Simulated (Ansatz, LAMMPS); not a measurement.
# Relaxing Li+ TFSI- in sulfolane and ethyl methyl carbonate and propylene carbonate, from a frame at 330 K (89 atoms), part 2 of 3

Wanted: the relaxed structure of Li+ TFSI- in sulfolane and ethyl methyl carbonate and propylene carbonate, from a frame at 330 K (89 atoms) and its electronic structure.

Ansatz 0.2.0; Kohn-Sham DFT, PBE+D3(BJ), PAW (set soft_2), plane waves.

The cell: 17 O, 4 S, 22 C, 38 H, 1 N, 6 F and 1 Li. The network of contacts between molecules at the start is that of the classical potential that made the cell. The density was typed from a rule of thumb and may lie off the real one at this temperature. Sampling is at Γ alone, for a cell whose shortest periodic width is 10 Å.

So far. Step 3 (Single point at the start): Neighbours are counted within 1.34 Å (H-C), 1.85 Å (C-C), 1.73 Å (C-O), 1.62 Å (C-F), 2.21 Å (C-S), 1.88 Å (O-S), 2.52 Å (O-Li), 2.02 Å (S-N).

## Step 4: Relaxation

With the cell held, the atoms are moved downhill towards a nearby minimum.

input.yaml

```yaml
crystal:
  lattice:
    - [10.11785, 0.0, 0.0]
    - [0.0, 10.11785, 0.0]
    - [0.0, 0.0, 10.11785]
  atoms:
    [... the 89 atom lines of step 3 ...]
kpoints:
  mp_grid: { grid: [1, 1, 1] }
hamiltonian:
  xc: pbe
  dispersion: d3bj
scf:
  occupations: { method: fixed }
output:
  forces: true
relax:
  f_tol: 0.05
  max_steps: 200
```

Command:

```sh
> ansatz run input.yaml --threads 4 --pin off --max-ram 8192MiB --backend cpu --events-out ev --progress --plain --runs-dir out
```

Numbers of over 12 decimals in the logs are rounded to 6 here.

The program printed:

```text
[...]
Crystal: 89 atoms, lattice volume = 1035.773 Å³
Basis set: ecut = 420 eV, 20197 PW (Γ), exchange–correlation on 144×144×144 points (8 copies of the dense FFT grid, shifted against one another)
Bands: 240, of which v1, the nominal top of the filled ones, is band 151 counted from 1 (150 counted from 0)
Symmetry: 1 space group operations
[...]
k-points: 1
[...]
SCF iter   1: F=—  HF=-24811.266165 eV  |F-HF|=—  |Δ(HF+E_count)|=         —  Δρ=6.34e-3  dr2=5.89e-1  ethr=1.77e-3  ⟨swp⟩=4.0  Hψ=819  notcnv=0  defer=87
[...]
SCF iter   3: F=—  HF=-24811.073830 eV  |F-HF|=—  |Δ(HF+E_count)|=   2.24e-2  Δρ=1.47e-3  dr2=4.26e-2  ethr=4.42e-5  ⟨swp⟩=2.0  Hψ=298  notcnv=0  defer=41
automatic band count: iteration 3 solves 194 bands in place of 240: the levels show a gap, and the empty bands left out lie too high to hold charge; the band table lists the bands solved (type scf.n_extra_bands for more)
SCF iter   4: F=—  HF=-24811.062774 eV  |F-HF|=—  |Δ(HF+E_count)|=   1.11e-2  Δρ=5.84e-4  dr2=4.90e-3  ethr=1.41e-5  ⟨swp⟩=2.0  Hψ=327  notcnv=0  defer=41
[...]
SCF iter   7: F=-24811.061388 eV  HF=-24811.061392 eV  |F-HF|=4.32e-6  |Δ(HF+E_count)|=   2.13e-5  Δρ=4.30e-5  dr2=1.85e-5  ethr=2.07e-8  ⟨swp⟩=3.0  Hψ=671  notcnv=0
SCF 1 converged in 7 iterations: F = -24811.061388 eV  dr2 = 1.85e-5
[...]
relax step   1: F+E_penalty+E_count = -24811.06138780 eV  Δ(F+E_penalty+E_count) = +0.000e0 eV  max|allowed force component| = 3.981e0 eV/Å  Δτ_max = 0.0000 Å  (7 SCF iters, dr2 threshold 6.25e-5 eV, accepted)
[... from here on, the SCF cycles and remarks between the steps are left out ...]
relax step   2: F+E_penalty+E_count = -24814.53330627 eV  Δ(F+E_penalty+E_count) = -3.472e0 eV  max|allowed force component| = 1.776e0 eV/Å  Δτ_max = 0.1916 Å  (7 SCF iters, dr2 threshold 1.00e-4 eV, accepted)
relax step   3: F+E_penalty+E_count = -24815.30513863 eV  Δ(F+E_penalty+E_count) = -7.718e-1 eV  max|allowed force component| = 1.271e0 eV/Å  Δτ_max = 0.1941 Å  (7 SCF iters, dr2 threshold 1.00e-4 eV, accepted)
relax step   4: F+E_penalty+E_count = -24815.60711788 eV  Δ(F+E_penalty+E_count) = -3.020e-1 eV  max|allowed force component| = 5.929e-1 eV/Å  Δτ_max = 0.1949 Å  (7 SCF iters, dr2 threshold 1.00e-4 eV, accepted)
relax step   5: F+E_penalty+E_count = -24815.76477113 eV  Δ(F+E_penalty+E_count) = -1.577e-1 eV  max|allowed force component| = 3.743e-1 eV/Å  Δτ_max = 0.1966 Å  (7 SCF iters, dr2 threshold 7.65e-5 eV, accepted)
relax step   6: F+E_penalty+E_count = -24815.86539352 eV  Δ(F+E_penalty+E_count) = -1.006e-1 eV  max|allowed force component| = 3.989e-1 eV/Å  Δτ_max = 0.1949 Å  (7 SCF iters, dr2 threshold 3.05e-5 eV, accepted)
relax step   7: F+E_penalty+E_count = -24815.96332162 eV  Δ(F+E_penalty+E_count) = -9.793e-2 eV  max|allowed force component| = 3.904e-1 eV/Å  Δτ_max = 0.1950 Å  (7 SCF iters, dr2 threshold 6.34e-5 eV, accepted)
relax step   8: F+E_penalty+E_count = -24816.04318320 eV  Δ(F+E_penalty+E_count) = -7.986e-2 eV  max|allowed force component| = 6.495e-1 eV/Å  Δτ_max = 0.1949 Å  (6 SCF iters, dr2 threshold 1.00e-4 eV, accepted)
relax step   9: F+E_penalty+E_count = -24816.09834146 eV  Δ(F+E_penalty+E_count) = -5.516e-2 eV  max|allowed force component| = 7.451e-1 eV/Å  Δτ_max = 0.1950 Å  (6 SCF iters, dr2 threshold 1.00e-4 eV, accepted)
relax step  10: F+E_penalty+E_count = -24816.15251330 eV  Δ(F+E_penalty+E_count) = -5.417e-2 eV  max|allowed force component| = 5.434e-1 eV/Å  Δτ_max = 0.1325 Å  (6 SCF iters, dr2 threshold 1.00e-4 eV, accepted)
relax step  11: F+E_penalty+E_count = -24816.21338192 eV  Δ(F+E_penalty+E_count) = -6.087e-2 eV  max|allowed force component| = 3.864e-1 eV/Å  Δτ_max = 0.1952 Å  (7 SCF iters, dr2 threshold 1.00e-4 eV, accepted)
relax step  12: F+E_penalty+E_count = -24816.24107383 eV  Δ(F+E_penalty+E_count) = -2.769e-2 eV  max|allowed force component| = 4.332e-1 eV/Å  Δτ_max = 0.1952 Å  (7 SCF iters, dr2 threshold 7.55e-5 eV, accepted)
relax step  13: F+E_penalty+E_count = -24816.27276256 eV  Δ(F+E_penalty+E_count) = -3.169e-2 eV  max|allowed force component| = 3.656e-1 eV/Å  Δτ_max = 0.1144 Å  (5 SCF iters, dr2 threshold 9.49e-5 eV, accepted)
relax step  14: F+E_penalty+E_count = -24816.30990838 eV  Δ(F+E_penalty+E_count) = -3.715e-2 eV  max|allowed force component| = 2.743e-1 eV/Å  Δτ_max = 0.1566 Å  (6 SCF iters, dr2 threshold 9.52e-5 eV, accepted)
relax step  15: F+E_penalty+E_count = -24816.33595046 eV  Δ(F+E_penalty+E_count) = -2.604e-2 eV  max|allowed force component| = 2.517e-1 eV/Å  Δτ_max = 0.1952 Å  (7 SCF iters, dr2 threshold 4.24e-5 eV, accepted)
relax step  16: F+E_penalty+E_count = -24816.34843548 eV  Δ(F+E_penalty+E_count) = -1.249e-2 eV  max|allowed force component| = 4.382e-1 eV/Å  Δτ_max = 0.1667 Å  (7 SCF iters, dr2 threshold 3.57e-5 eV, accepted)
relax step  17: F+E_penalty+E_count = -24816.36713701 eV  Δ(F+E_penalty+E_count) = -1.870e-2 eV  max|allowed force component| = 4.078e-1 eV/Å  Δτ_max = 0.0545 Å  (5 SCF iters, dr2 threshold 1.00e-4 eV, accepted)
relax step  18: F+E_penalty+E_count = -24816.39561701 eV  Δ(F+E_penalty+E_count) = -2.848e-2 eV  max|allowed force component| = 3.462e-1 eV/Å  Δτ_max = 0.1347 Å  (6 SCF iters, dr2 threshold 1.00e-4 eV, accepted)
relax step  19: F+E_penalty+E_count = -24816.41127949 eV  Δ(F+E_penalty+E_count) = -1.566e-2 eV  max|allowed force component| = 5.616e-1 eV/Å  Δτ_max = 0.1954 Å  (6 SCF iters, dr2 threshold 8.64e-5 eV, accepted)
relax step  20: F+E_penalty+E_count = -24816.42267023 eV  Δ(F+E_penalty+E_count) = -1.139e-2 eV  max|allowed force component| = 6.408e-1 eV/Å  Δτ_max = 0.1039 Å  (5 SCF iters, dr2 threshold 1.00e-4 eV, accepted)
relax step  21: F+E_penalty+E_count = -24816.44055904 eV  Δ(F+E_penalty+E_count) = -1.789e-2 eV  max|allowed force component| = 4.276e-1 eV/Å  Δτ_max = 0.0362 Å  (5 SCF iters, dr2 threshold 1.00e-4 eV, accepted)
relax step  22: F+E_penalty+E_count = -24816.45468406 eV  Δ(F+E_penalty+E_count) = -1.413e-2 eV  max|allowed force component| = 3.997e-1 eV/Å  Δτ_max = 0.2000 Å  (6 SCF iters, dr2 threshold 8.14e-5 eV, accepted)
relax step  23: F+E_penalty+E_count = -24816.47097677 eV  Δ(F+E_penalty+E_count) = -1.629e-2 eV  max|allowed force component| = 1.312e-1 eV/Å  Δτ_max = 0.0563 Å  (6 SCF iters, dr2 threshold 7.11e-5 eV, accepted)
relax step  24: F+E_penalty+E_count = -24816.47945197 eV  Δ(F+E_penalty+E_count) = -8.475e-3 eV  max|allowed force component| = 1.816e-1 eV/Å  Δτ_max = 0.0981 Å  (9 SCF iters, accepted)
relax step  25: F+E_penalty+E_count = -24816.48388276 eV  Δ(F+E_penalty+E_count) = -4.431e-3 eV  max|allowed force component| = 1.562e-1 eV/Å  Δτ_max = 0.0725 Å  (7 SCF iters, dr2 threshold 3.55e-6 eV, accepted)
relax step  26: F+E_penalty+E_count = -24816.48748364 eV  Δ(F+E_penalty+E_count) = -3.601e-3 eV  max|allowed force component| = 1.510e-1 eV/Å  Δτ_max = 0.1027 Å  (7 SCF iters, dr2 threshold 1.80e-5 eV, accepted)
relax step  27: F+E_penalty+E_count = -24816.49026796 eV  Δ(F+E_penalty+E_count) = -2.784e-3 eV  max|allowed force component| = 9.579e-2 eV/Å  Δτ_max = 0.0562 Å  (6 SCF iters, dr2 threshold 1.69e-5 eV, accepted)
relax step  28: F+E_penalty+E_count = -24816.49295900 eV  Δ(F+E_penalty+E_count) = -2.691e-3 eV  max|allowed force component| = 7.445e-2 eV/Å  Δτ_max = 0.0548 Å  (7 SCF iters, dr2 threshold 3.69e-6 eV, accepted)
relax step  29: F+E_penalty+E_count = -24816.49412004 eV  Δ(F+E_penalty+E_count) = -1.161e-3 eV  max|allowed force component| = 1.033e-1 eV/Å  Δτ_max = 0.0810 Å  (9 SCF iters, accepted)
relax step  30: F+E_penalty+E_count = -24816.49577068 eV  Δ(F+E_penalty+E_count) = -1.651e-3 eV  max|allowed force component| = 5.482e-2 eV/Å  Δτ_max = 0.0197 Å  (5 SCF iters, dr2 threshold 6.45e-6 eV, accepted)
relax step  31: F+E_penalty+E_count = -24816.49657954 eV  Δ(F+E_penalty+E_count) = -8.089e-4 eV  max|allowed force component| = 2.773e-2 eV/Å  Δτ_max = 0.0333 Å  (9 SCF iters, accepted)
relax step  32: F+E_penalty+E_count = -24816.49729253 eV  Δ(F+E_penalty+E_count) = -7.130e-4 eV  max|allowed force component| = 2.896e-2 eV/Å  Δτ_max = 0.0542 Å  (9 SCF iters, accepted)
relax step  33: F+E_penalty+E_count = -24816.49792290 eV  Δ(F+E_penalty+E_count) = -6.304e-4 eV  max|allowed force component| = 4.102e-2 eV/Å  Δτ_max = 0.0562 Å  (9 SCF iters, accepted)
relax step  34: F+E_penalty+E_count = -24816.49862775 eV  Δ(F+E_penalty+E_count) = -7.049e-4 eV  max|allowed force component| = 3.955e-2 eV/Å  Δτ_max = 0.0619 Å  (9 SCF iters, accepted)
SCF converged after 9 iterations
Free energy (F): -24816.498628 eV
[...]
Internal energy: -24816.498628 eV  (E = F + TS)
E sigma→0 (E₀):  -24816.498628 eV
Fermi energy:    -1.003608 eV
[...]
--- Forces (eV/Å), atoms counted from 1 ---
  atom   1  O      0.00245681     0.00031269    -0.00201021
  atom   2  S     -0.01331125     0.00778838    -0.00928799
  atom   3  O      0.00283216    -0.00440597     0.00435118
  atom   4  C     -0.00879020     0.00352434    -0.00072267
  atom   5  C     -0.00178941    -0.00887912     0.00242457
  atom   6  C     -0.00116197     0.00658599    -0.00011920
  atom   7  C      0.00119212     0.00073956    -0.00668184
  atom   8  H      0.01701718    -0.01649711    -0.00930254
  atom   9  H      0.00162758     0.01612816    -0.00809336
  atom  10  H      0.01076115    -0.00432710     0.01141663
  atom  11  H     -0.01178915     0.01440150     0.01050823
  atom  12  H     -0.00360750    -0.00118388     0.01608912
  atom  13  H      0.01008292    -0.01484280    -0.00478329
  atom  14  H     -0.00924847     0.00782374     0.00382212
[...]
atom  88  H     -0.00041651    -0.00053563     0.00131263
  atom  89  Li    -0.00268741    -0.00023969     0.00264501
  max |Σ_I F_I| component: 3.42e-5 eV/Å
--- Relaxed structure (34 steps of the walk, 34 accepted, 0 SCFs on fresh bases) ---
  F+E_penalty+E_count = -24816.49862775 eV   max|allowed force component| = 3.955e-2 eV/Å
  atoms:
    - { symbol: O, position: [0.434517, 0.139305, 1.009911] }
    - { symbol: S, position: [0.469387, 0.044499, 0.906265] }
    - { symbol: O, position: [0.546985, 0.928410, 0.943668] }
    - { symbol: C, position: [0.320363, 0.996277, 0.816938] }
[...]
- { symbol: Li, position: [-0.071776, 0.655000, 0.379655] }
```

Run time: 3.2 min. Hardware: 4 threads of Arm Neoverse V1, shared host; peak memory 1.1 GiB.

The steps of the relaxation (22 of 34):

| step | energy less that of the first step (eV) | largest force component (eV/Å) |
| --- | --- | --- |
| 1 | 0.0000 | 3.9814 |
| 3 | -4.2438 | 1.2709 |
| 4 | -4.5457 | 0.5929 |
| 6 | -4.8040 | 0.3989 |
| 7 | -4.9019 | 0.3904 |
| 9 | -5.0370 | 0.7451 |
| 10 | -5.0911 | 0.5434 |
| 12 | -5.1797 | 0.4332 |
| 14 | -5.2485 | 0.2743 |
| 15 | -5.2746 | 0.2517 |
| 17 | -5.3057 | 0.4078 |
| 18 | -5.3342 | 0.3462 |
| 20 | -5.3613 | 0.6408 |
| 21 | -5.3792 | 0.4276 |
| 23 | -5.4096 | 0.1312 |
| 25 | -5.4225 | 0.1562 |
| 26 | -5.4261 | 0.1510 |
| 28 | -5.4316 | 0.0744 |
| 29 | -5.4327 | 0.1033 |
| 31 | -5.4352 | 0.0277 |
| 32 | -5.4359 | 0.0290 |
| 34 | -5.4372 | 0.0396 |

The atoms that moved most (Å):

| atom | dx | dy | dz | length |
| --- | --- | --- | --- | --- |
| H56 | -1.442 | 1.378 | 1.020 | 2.240 |
| H8 | -0.006 | 1.445 | 1.363 | 1.986 |
| H9 | -0.893 | 0.708 | 1.349 | 1.766 |
| H57 | -1.080 | -0.374 | 1.328 | 1.752 |
| H54 | 0.760 | 1.326 | -0.774 | 1.713 |
| H83 | 0.015 | -1.085 | -1.285 | 1.682 |
| H15 | 1.616 | -0.262 | 0.248 | 1.656 |
| O1 | 1.172 | 0.765 | 0.784 | 1.604 |

The relaxation changed the energy by -61.1 meV/atom, and atoms moved by 1 Å r.m.s., 2.2 Å at most.

## Step 5: Structure statistics after relaxation

Bonds before and after, by the cutoffs listed below:

| pair | bonds before | bonds after | mean before (Å) | mean after (Å) | spread before (Å) | spread after (Å) |
| --- | --- | --- | --- | --- | --- | --- |
| H-C | 38 | 38 | 1.100 | 1.097 | 0.031 | 0.002 |
| C-C | 10 | 10 | 1.516 | 1.524 | 0.028 | 0.012 |
| C-O | 15 | 15 | 1.350 | 1.364 | 0.076 | 0.090 |
| C-F | 6 | 6 | 1.358 | 1.345 | 0.020 | 0.003 |
| C-S | 6 | 6 | 1.783 | 1.838 | 0.031 | 0.030 |
| O-S | 8 | 8 | 1.453 | 1.460 | 0.020 | 0.007 |
| O-Li | 5 | 4 | 2.051 | 1.947 | 0.079 | 0.023 |
| S-N | 2 | 2 | 1.590 | 1.593 | 0.023 | 0.001 |

Density 1.34 g/cm³, 11.64 Å³ an atom.

Pair distribution functions g(r), in bins of 0.2 Å:

| r (Å) | total | H-H | H-C | H-O | H-F | H-S | H-Li |
| --- | --- | --- | --- | --- | --- | --- | --- |
| 1.00 | 3.33 | 0.00 | 15.80 | 0.00 | 0.00 | 0.00 | 0.00 |
| 1.20 | 0.29 | 0.00 | 0.39 | 0.00 | 0.00 | 0.00 | 0.00 |
| 1.40 | 1.39 | 0.00 | 0.00 | 0.00 | 0.00 | 0.00 | 0.00 |
| 1.60 | 0.53 | 0.00 | 0.00 | 0.00 | 0.00 | 0.00 | 0.00 |
| 1.80 | 1.03 | 4.63 | 0.00 | 0.00 | 0.00 | 0.00 | 0.00 |
| 2.00 | 0.40 | 0.00 | 0.00 | 1.80 | 0.00 | 0.00 | 0.00 |
| 2.20 | 1.28 | 0.00 | 4.25 | 0.14 | 0.00 | 0.00 | 0.00 |
| 2.40 | 0.83 | 1.60 | 0.00 | 0.76 | 0.00 | 3.85 | 0.00 |
| 2.60 | 1.28 | 1.81 | 0.57 | 1.78 | 1.58 | 0.00 | 0.00 |
| 2.80 | 0.78 | 1.04 | 0.69 | 1.75 | 0.90 | 0.00 | 0.00 |
| 3.00 | 0.69 | 1.23 | 0.28 | 0.78 | 0.79 | 0.88 | 0.00 |
| 3.20 | 0.77 | 0.84 | 1.00 | 0.81 | 0.17 | 1.32 | 2.22 |
| 3.40 | 0.99 | 0.60 | 1.62 | 1.38 | 1.10 | 0.93 | 0.00 |
| 3.60 | 1.00 | 0.79 | 0.92 | 0.92 | 1.12 | 1.87 | 1.66 |
| 3.80 | 0.88 | 0.95 | 0.74 | 1.31 | 0.76 | 0.93 | 0.00 |
| 4.00 | 0.89 | 1.08 | 0.83 | 0.96 | 0.56 | 1.03 | 2.68 |
| 4.20 | 1.01 | 0.94 | 0.86 | 1.01 | 1.44 | 0.62 | 1.23 |
| 4.40 | 0.97 | 0.83 | 1.00 | 0.89 | 1.02 | 0.42 | 0.56 |
| 4.60 | 0.95 | 0.73 | 0.86 | 1.23 | 1.45 | 0.65 | 0.53 |
| 4.80 | 1.05 | 1.13 | 1.00 | 0.83 | 1.10 | 1.40 | 0.47 |
| 5.00 | 1.00 | 1.07 | 0.95 | 1.05 | 0.73 | 1.64 | 0.45 |

Bonds by pair of elements; cutoffs follow the first minimum of g(r), held within bounds set by covalent radii, and pairs that aren't listed don't count as bonded:

| pair A-B | cutoff (Å) | bonds | mean length (Å) | spread (Å) | shortest (Å) | B about A | A about B |
| --- | --- | --- | --- | --- | --- | --- | --- |
| H-C | 1.34 | 38 | 1.10 | 0.002 | 1.09 | 1 | 1.73 |
| C-C | 1.85 | 10 | 1.52 | 0.012 | 1.50 | 0.909 | 0.909 |
| C-O | 1.73 | 15 | 1.36 | 0.09 | 1.22 | 0.682 | 0.882 |
| C-F | 1.62 | 6 | 1.34 | 0.003 | 1.34 | 0.273 | 1 |
| C-S | 2.21 | 6 | 1.84 | 0.03 | 1.81 | 0.273 | 1.5 |
| O-S | 1.88 | 8 | 1.46 | 0.007 | 1.45 | 0.471 | 2 |
| O-Li | 2.38 | 4 | 1.95 | 0.023 | 1.92 | 0.235 | 4 |
| S-N | 1.98 | 2 | 1.59 | 0.001 | 1.59 | 0.5 | 2 |

How many atoms have how many bonded neighbours:

| element | mean | 1 | 2 | 3 | 4 |
| --- | --- | --- | --- | --- | --- |
| C | 3.86 | 0 | 0 | 3 | 19 |
| F | 1 | 6 | 0 | 0 | 0 |
| H | 1 | 38 | 0 | 0 | 0 |
| Li | 4 | 0 | 0 | 0 | 1 |
| N | 2 | 0 | 1 | 0 | 0 |
| O | 1.59 | 7 | 10 | 0 | 0 |
| S | 4 | 0 | 0 | 0 | 4 |

Bond angles (no mean is given where the spread exceeds 20°):

| angle | count | mean (°) | spread (°) |
| --- | --- | --- | --- |
| C-C-H | 41 | 111 | 1.5 |
| H-C-H | 26 | 109 | 1.3 |
| H-C-O | 13 | 108 | 2.2 |
| C-S-O | 12 | 108 | 2.9 |
| O-C-O | 9 | 120 | 7.7 |

Bond length by coordination (bonds to H left out):

| element | coordination | atoms | mean bond length (Å) |
| --- | --- | --- | --- |
| C | 3 | 3 | 1.3 |
| C | 4 | 19 | 1.53 |
| O | 1 | 7 | 1.42 |
| O | 2 | 10 | 1.50 |

Rings of the network by King's shortest-path rule, up to 12 atoms, one path for each pair of neighbours; H, halogens, alkali and alkaline-earth atoms are left out, and the last column divides by all other atoms, bonded or not:

| ring size (atoms) | rings | per network atom |
| --- | --- | --- |
| 5 | 3 | 0.068 |

With the cutoffs above, 86 % of C atoms have 4, all F atoms have 1, all H atoms have 1 and all Li atoms have 4 bonded neighbours. The C-C-H angle averages 111° with a spread of 1.5°. All rings counted have 5 atoms.

[end of part 2 of 3]

[Logs are printed without paths, hosts, clocks, repeated set-up lines and the standing remarks that a program may print on its own settings, such as how far it seeks lower states.]

[Hosts, paths, dates, database ids (printed as entryN), source tags and the programs' standing remarks are cut or masked in the printed files.]
